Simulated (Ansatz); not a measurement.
**LiF (Fm-3m): refractive index against wavelength**

The refractive index of LiF (Fm-3m) below the direct gap (9.09 eV on the mesh) is read from one computed spectrum, n = √(Re ε).

Cell: a, b, c = 2.848, 2.848, 2.848 Å (primitive vectors), 2 atoms.

Method: Ansatz 0.2.0, PBE, independent particles, k-mesh 12×12×12 with interpolation inside its cells, Gaussian parameter 0.15 eV.

Launch of the response step: `ansatz run input.yaml --threads 4 --pin off --max-ram 8192MiB --backend cpu --events-out ev --progress --plain --runs-dir out`. The run took 1 s, on 4 threads of Intel(R) Xeon(R) 6975P-C (Granite Rapids), on a shared host.

| wavelength (nm) | photon energy E (eV) | n |
| --- | --- | --- |
| 532 | 2.331 | 1.4533 |
| 450 | 2.755 | 1.4570 |
| 405 | 3.061 | 1.4601 |
| 365 | 3.397 | 1.4640 |
| 308 | 4.025 | 1.4728 |
| 266 | 4.661 | 1.4839 |
| 248 | 4.999 | ? |

In the single-oscillator model n² − 1 = E₀E_d/(E₀² − E²), so 1/(n² − 1) = E₀/E_d − E²/(E₀E_d) is linear in E².

Working, on the rows shown:

| x = E² (eV²) | y = 1/(n² − 1) |
| --- | --- |
| 5.43137 | 0.899215 |
| 7.59115 | 0.890592 |
| 9.37179 | 0.883477 |
| 11.5384 | 0.874664 |
| 16.2043 | 0.85533 |
| 21.7255 | 0.831975 |

Means: x̄ = 11.977, ȳ = 0.87254. Σ(x − x̄)(y − ȳ) = -0.7514, Σ(x − x̄)² = 182. Slope = -0.7514 / 182 = -0.004129; intercept = ȳ − slope · x̄ = 0.922. Turned back into n, the line misses the rows shown by at most 0.00015.

**Question.** Predict the last column of the withheld row from the fit.

**Answer.** At x = 24.994 the line gives y = 0.81879, that is 1.4904. The run gave 1.4909, so the extrapolation is off by 0.00049, 1.3 % of the range in the table.

Refitted with all rows, the slope is -0.004163 and the intercept 0.92232. These give E₀ = √(intercept/−slope) = 14.88 eV and E_d = E₀/intercept = 16.1 eV; E₀ is 1.6 times the direct gap. The electronic limit at long wavelengths, without lattice vibrations, is n = √(1 + 1/intercept) = 1.444. Excitons are left out and so are local fields; PBE gaps are as a rule too small.
